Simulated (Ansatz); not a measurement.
# A low-energy model for Rb2CdAgBr6 (double perovskite) (Fm-3m): bands, U and J, part 2 of 2

How strongly is the local Coulomb interaction screened in Rb2CdAgBr6 (double perovskite) (Fm-3m)?

Ansatz 0.2.0; non-magnetic PBEsol, then constrained RPA, plane waves, PAW.

So far: The starting structure; PBEsol bands and orbital weights.

The structure was built from a prototype and need not be the compound's stable phase.

### 3. Constrained RPA: Ag d + anion p, bands v23 to v1, 2×2×2 mesh, medium accuracy

Constrained RPA screens the interaction with every transition except those inside the target bands, which a later many-body model would treat itself.

This step: constrained RPA on PBEsol, plane waves, PAW.

input.yaml

```yaml
crystal:
  lattice:
    - [0.0, 5.38339723, -5.38339723]
    - [5.38339723, 5.38339723, 0.0]
    - [5.38339723, 0.0, -5.38339723]
  atoms:
    - { symbol: Rb, position: [0.25, 0.25, 0.25] }
    - { symbol: Rb, position: [0.75, 0.75, 0.75] }
    - { symbol: Ag, position: [0.0, 0.0, 0.0] }
    - { symbol: Cd, position: [0.5, 0.5, 0.5] }
    - { symbol: Br, position: [0.2485294128, 0.2485294128, 0.7514705872] }
    - { symbol: Br, position: [0.7514705872, 0.7514705872, 0.2485294128] }
    - { symbol: Br, position: [0.2485294128, 0.7514705872, 0.2485294128] }
    - { symbol: Br, position: [0.7514705872, 0.2485294128, 0.7514705872] }
    - { symbol: Br, position: [0.7514705872, 0.2485294128, 0.2485294128] }
    - { symbol: Br, position: [0.2485294128, 0.7514705872, 0.7514705872] }
kpoints:
  mp_grid: { grid: [4, 4, 4] }
hamiltonian:
  xc: pbesol
scf:
  occupations: { method: gaussian, width: 0.08 }
  n_extra_bands: 19
  max_iter: 150
  lower_state_search: "off"
output:
  crpa:
    kmesh: [2, 2, 2]
    target_bands: [v23, v1]
    projections: [{ species: Ag, l: d, shell: 4 }, { species: Br, l: p, shell: 4 }]
  local_orbitals:
    kmesh: [4, 4, 4]
    orbitals: [{ species: Ag, l: d, shell: 4 }, { species: Br, l: p, shell: 4 }]
    window: { bands: [v23, v1] }
    seedname: lo
```

Started as:

```
> ansatz run input.yaml --threads 8 --pin off --max-ram 14745MiB --backend cpu --events-out ev --progress --plain --runs-dir out
```

Numbers of over 12 decimals in the logs are rounded to 6 here.

What it wrote:

```text
[...]
Crystal: 10 atoms, lattice volume = 312.032 Å³
Basis set: ecut = 420 eV, 6081 PW (Γ)
Bands: 69, of which v1, the nominal top of the filled ones, is band 50 counted from 1 (49 counted from 0)
Symmetry: 48 space group operations
[...]
k-points: 8 of 64
[...]
SCF iter   1: F=—  HF=-38569.260667 eV  |F-HF|=—  |Δ(HF+E_count)|=         —  Δρ=3.62e-3  dr2=4.06e-2  ethr=1.77e-3  ⟨swp⟩=8.8  Hψ=2727  notcnv=0  defer=40
[...]
SCF iter   9: F=-38569.255066 eV  HF=-38569.255066 eV  |F-HF|=7.98e-9  |Δ(HF+E_count)|=   1.28e-8  Δρ=2.03e-6  dr2=1.24e-8  ethr=1.01e-10  ⟨swp⟩=13.2  Hψ=2425  notcnv=0
SCF 1 converged in 9 iterations: F = -38569.255066 eV  dr2 = 1.24e-8
[...]
NSCF: frozen V_eff on 11 k-points
[...]
cRPA screening: q 1/8
cRPA screening: q 2/8
cRPA screening: q 5/8 (q-point 4)
cRPA screening: q 8/8
SCF converged after 9 iterations
Free energy (F): -38569.255066 eV
[...]
Internal energy: -38569.228761 eV  (E = F + TS)
E sigma→0 (E₀):  -38569.241914 eV
Entropy (-TS):   -0.026305 eV (-2.631 meV/atom)
Fermi energy:    4.052358 eV
[...]
--- Band table (eV; the first three rows and the last of 8) ---
  k-point 0: bands = [... 46 lower, 3.5519, 3.5519, 4.4399, 4.4399, 5.1925, 8.0349, 9.1216, 9.1216, ... 15 higher]
  k-point 1: bands = [... 46 lower, 3.2683, 3.4255, 4.0304, 4.0304, 6.0702, 8.5831, 8.8953, 9.6303, ... 15 higher]
  k-point 2: bands = [... 46 lower, 3.2938, 3.2938, 3.6878, 3.6878, 7.2307, 8.0523, 9.5749, 9.5848, ... 15 higher]
  k-point 7: bands = [... 46 lower, 3.2194, 3.2194, 3.4691, 3.8103, 8.2761, 9.1801, 10.4506, 10.4506, ... 15 higher]
--- cRPA (band scheme, projected local orbitals): target bands 28..50 (1-based), 23 Wannier function(s), 2×2×2 mesh, 100 bands' worth read of 105 solved, ecut_chi 136.0 eV, v(q+G=0) probe_charge, pair densities all_electron ---
  bands read: the sum over 100 bands ends inside a degenerate multiplet in 1 slot, whose members it reads at an even weight; the widest, k=0: bands 100 to 102 (counted from 1) at 1/3 each
  χ-basis size per q: N_G = 1106..1158
  window electrons = 45.0000, filled by tetrahedron_uncorrected; constrained ε̄⁻¹(q = 0, 0) head = 0.233280; min gauge Gram eig = 0.5678
  Kanamori averages over each shell's own Wannier functions (sites counted from 0, functions from 1):
  Each shell's averages of U are screened by what lies outside the whole window alone: parameters of one model of all the shells.
    Site 2, 4D, 5 of 5 d orbitals (Wannier functions 1, 2, 3, 4, 5; wannier90's mr 1, 2, 3, 4, 5):
      screened: U = 6.2838 eV, U' = 5.1773 eV, J = 0.5522 eV
      screened, to within: U = 7.4e-3 eV, U' = 7.4e-3 eV, J = 8.0e-4 eV
      bare: V = 18.7664 eV, V' = 17.3307 eV, J = 0.7154 eV
    Site 4, 4P, 3 of 3 p orbitals (Wannier functions 6, 7, 8; wannier90's mr 1, 2, 3):
      screened: U = 4.4726 eV, U' = 3.5853 eV, J = 0.4131 eV
      screened, to within: U = 5.1e-3 eV, U' = 5.0e-3 eV, J = 6.2e-4 eV
      bare: V = 11.6961 eV, V' = 10.3522 eV, J = 0.6231 eV
    Site 5, 4P, 3 of 3 p orbitals (Wannier functions 9, 10, 11; wannier90's mr 1, 2, 3):
      screened: U = 4.4726 eV, U' = 3.5853 eV, J = 0.4131 eV
      screened, to within: U = 5.1e-3 eV, U' = 5.0e-3 eV, J = 6.2e-4 eV
      bare: V = 11.6961 eV, V' = 10.3522 eV, J = 0.6231 eV
    Site 6, 4P, 3 of 3 p orbitals (Wannier functions 12, 13, 14; wannier90's mr 1, 2, 3):
      screened: U = 4.4726 eV, U' = 3.5853 eV, J = 0.4131 eV
      screened, to within: U = 5.1e-3 eV, U' = 5.0e-3 eV, J = 6.2e-4 eV
      bare: V = 11.6961 eV, V' = 10.3522 eV, J = 0.6231 eV
    Site 7, 4P, 3 of 3 p orbitals (Wannier functions 15, 16, 17; wannier90's mr 1, 2, 3):
      screened: U = 4.4726 eV, U' = 3.5853 eV, J = 0.4131 eV
      screened, to within: U = 5.1e-3 eV, U' = 5.0e-3 eV, J = 6.2e-4 eV
      bare: V = 11.6961 eV, V' = 10.3522 eV, J = 0.6231 eV
    Site 8, 4P, 3 of 3 p orbitals (Wannier functions 18, 19, 20; wannier90's mr 1, 2, 3):
      screened: U = 4.4726 eV, U' = 3.5853 eV, J = 0.4131 eV
      screened, to within: U = 5.1e-3 eV, U' = 5.0e-3 eV, J = 6.2e-4 eV
      bare: V = 11.6961 eV, V' = 10.3522 eV, J = 0.6231 eV
    Site 9, 4P, 3 of 3 p orbitals (Wannier functions 21, 22, 23; wannier90's mr 1, 2, 3):
      screened: U = 4.4726 eV, U' = 3.5853 eV, J = 0.4131 eV
      screened, to within: U = 5.1e-3 eV, U' = 5.0e-3 eV, J = 6.2e-4 eV
      bare: V = 11.6961 eV, V' = 10.3522 eV, J = 0.6231 eV
  Hermiticity witness max|P − P†| over intra, direct and exchange elements: 1.87e-14 eV (screened), 8.93e-16 eV (bare)
  Reality witness max|Im| over intra, direct and exchange elements: 2.11e-12 eV (screened), 7.96e-16 eV (bare)
```

Wall time 5.9 min (8 threads of Arm Neoverse N1, shared host); peak memory 3.5 GiB.

This step gave:

```yaml
u: 6.284 eV
u_prime_inter_orbital: 5.177 eV
j: 0.5522 eV
bare_v: 18.77 eV
bare_j: 0.7154 eV
stated_bound_on_u: 0.007304 eV
u_over_bare_v: 0.3348
electrons_in_the_window: 45.00
head_of_the_constrained_inverse_dielectric_matrix: 0.2333
least_eigenvalue_of_the_projection_s_overlap: 0.5678
target_functions: 23
bands_in_the_sums: 100
r_m_s_miss_of_the_model_bands: 0.001521 eV
width_of_the_target_bands: 5.945 eV
weight_of_the_projected_orbitals_in_the_window: 0.9463
```

On the Ag d shell, screening brings the on-site interaction from 18.8 eV down to U = 6.28 eV.

Kanamori averages over each shell's functions. Crpa shells, by row:

```
site  element  shell  orbitals  U (eV)  U' (eV)  J (eV)  bare V (eV)  bare V' (eV)  bare J (eV)  bound on U (eV)
   3       Ag     4D         5   6.284    5.177  0.5522        18.77         17.33       0.7154         0.007304
   5       Br     4P         3   4.473    3.585  0.4131         11.7         10.35       0.6231         0.005013
   6       Br     4P         3   4.473    3.585  0.4131         11.7         10.35       0.6231         0.005013
   7       Br     4P         3   4.473    3.585  0.4131         11.7         10.35       0.6231         0.005013
   8       Br     4P         3   4.473    3.585  0.4131         11.7         10.35       0.6231         0.005013
   9       Br     4P         3   4.473    3.585  0.4131         11.7         10.35       0.6231         0.005013
  10       Br     4P         3   4.473    3.585  0.4131         11.7         10.35       0.6231         0.005013
```

Projected local orbitals of the target window. The electronic bands at the labelled points (eV, zero at the Fermi level; # counts the bands kept):

```
    point    #19    #20    #21    #22    #23
        Γ  -0.50  -0.50  -0.50   0.39   0.39
  halfway  -0.87  -0.87  -0.82  -0.51   0.38
        X  -1.14  -1.13  -1.13  -0.52   0.38
  halfway  -1.12  -1.11  -1.10  -0.57   0.27
        U  -1.03  -1.03  -0.94  -0.70   0.03
jump to K  -1.03  -1.03  -0.94  -0.70   0.03
  halfway  -0.80  -0.79  -0.65  -0.31  -0.03
        Γ  -0.50  -0.50  -0.50   0.39   0.39
  halfway  -0.78  -0.78  -0.63  -0.02  -0.02
        L  -0.90  -0.76  -0.76  -0.36  -0.36
  halfway  -0.99  -0.89  -0.89  -0.51  -0.27
        W  -1.15  -0.83  -0.83  -0.58  -0.24
  halfway  -1.15  -1.07  -0.97  -0.61   0.17
        X  -1.14  -1.13  -1.13  -0.52   0.38
```

The same for Kohn-Sham, solved directly:

```
point    #19    #20    #21    #22    #23
    Γ  -0.50  -0.50  -0.50   0.39   0.39
    X  -1.14  -1.13  -1.13  -0.52   0.38
    U  -1.03  -1.03  -0.94  -0.70   0.02
    K  -1.03  -1.03  -0.94  -0.70   0.02
    Γ  -0.50  -0.50  -0.50   0.39   0.39
    L  -0.90  -0.76  -0.76  -0.36  -0.36
    W  -1.15  -0.83  -0.83  -0.58  -0.24
    X  -1.14  -1.13  -1.13  -0.52   0.38
```

Onsite levels, by row:

```
   orbital  level less Fermi level (eV)
   Ag3 dz2                       -3.103
   Ag3 dxz                       -3.223
   Ag3 dyz                       -3.223
Ag3 dx2-y2                       -3.103
   Ag3 dxy                       -3.223
    Br5 pz                       -1.562
    Br5 px                       -1.562
    Br5 py                       -2.701
    Br6 pz                       -1.562
    Br6 px                       -1.562
    Br6 py                       -2.701
    Br7 pz                       -2.701
    Br7 px                       -1.562
    Br7 py                       -1.562
    Br8 pz                       -2.701
    Br8 px                       -1.562
    Br8 py                       -1.562
    Br9 pz                       -1.562
    Br9 px                       -2.701
    Br9 py                       -1.562
   Br10 pz                       -1.562
   Br10 px                       -2.701
   Br10 py                       -1.562
```

Largest distinct elements between sites. Hoppings, by row:

```
   from          to     cell  distance (Å)   t (eV)
Ag3 dz2      Br7 pz   0 -1 0         2.676  -0.9578
 Br9 px  Ag3 dx2-y2    1 0 0         2.676   0.8295
 Br8 pz      Br5 py    0 0 0         3.829  -0.5215
 Br5 py     Ag3 dz2    0 0 1         2.676  -0.4789
Ag3 dyz      Br6 pz  -1 -1 0         2.676   0.4082
 Br6 py      Br8 pz   0 1 -1         3.784   0.3613
 Br9 pz      Br8 px   0 0 -1         3.784   -0.246
 Br8 px      Br9 pz    0 0 0         3.829   -0.232
 Br5 pz      Br8 pz    0 0 0         3.829   0.2081
 Br9 pz      Br7 pz   1 -1 0         3.784   0.1917
 Br9 px     Br10 px    0 0 0         5.415  -0.0879
 Br5 px      Br7 px    0 0 0         3.829  -0.0697
```

### 4. What came out

```json
{"Ag d + anion p": "U 6.28 eV, U′ 5.18 eV, J 0.55 eV, bare V 18.8 eV", "method": "constrained RPA on non-magnetic PBEsol, 2×2×2 mesh, static; search for lower states off"}
```

**Reading.** For Ag d + anion p, screening cuts the on-site interaction from 18.77 eV to 6.28 eV (33 %), while J goes only from 0.72 eV to 0.55 eV: the monopole is screened far more than the multipoles. U − 2J differs from U′ by +0.002 eV, so the Kanamori relation holds well. The parent state is non-magnetic and the interaction static (zero frequency); U depends on the window and the orbitals, so it belongs to this model alone. The bands cross the Fermi level under this constraint, which need not be the crystal's state: magnetic order, correlation or a lattice distortion may open a gap. A window that holds the anion p bands defines a model with explicit ligands; its U belongs to that model and is not the U of DFT+U. Coarse meshes can leave U off its limit, most where the target bands are metallic.

[Paths, hosts, dates, memory and timing lines, banners, echoed tables and standing remarks are left out of the program output.]

[Logs are printed without paths, hosts, clocks, repeated set-up lines and the standing remarks that a program may print on its own settings, such as how far it seeks lower states.]

[Runs of the session that timed out or met a known fault of the program may be left out.]

[Hosts, paths, dates, database ids (printed as entryN), source tags and the programs' standing remarks are cut or masked in the printed files.]
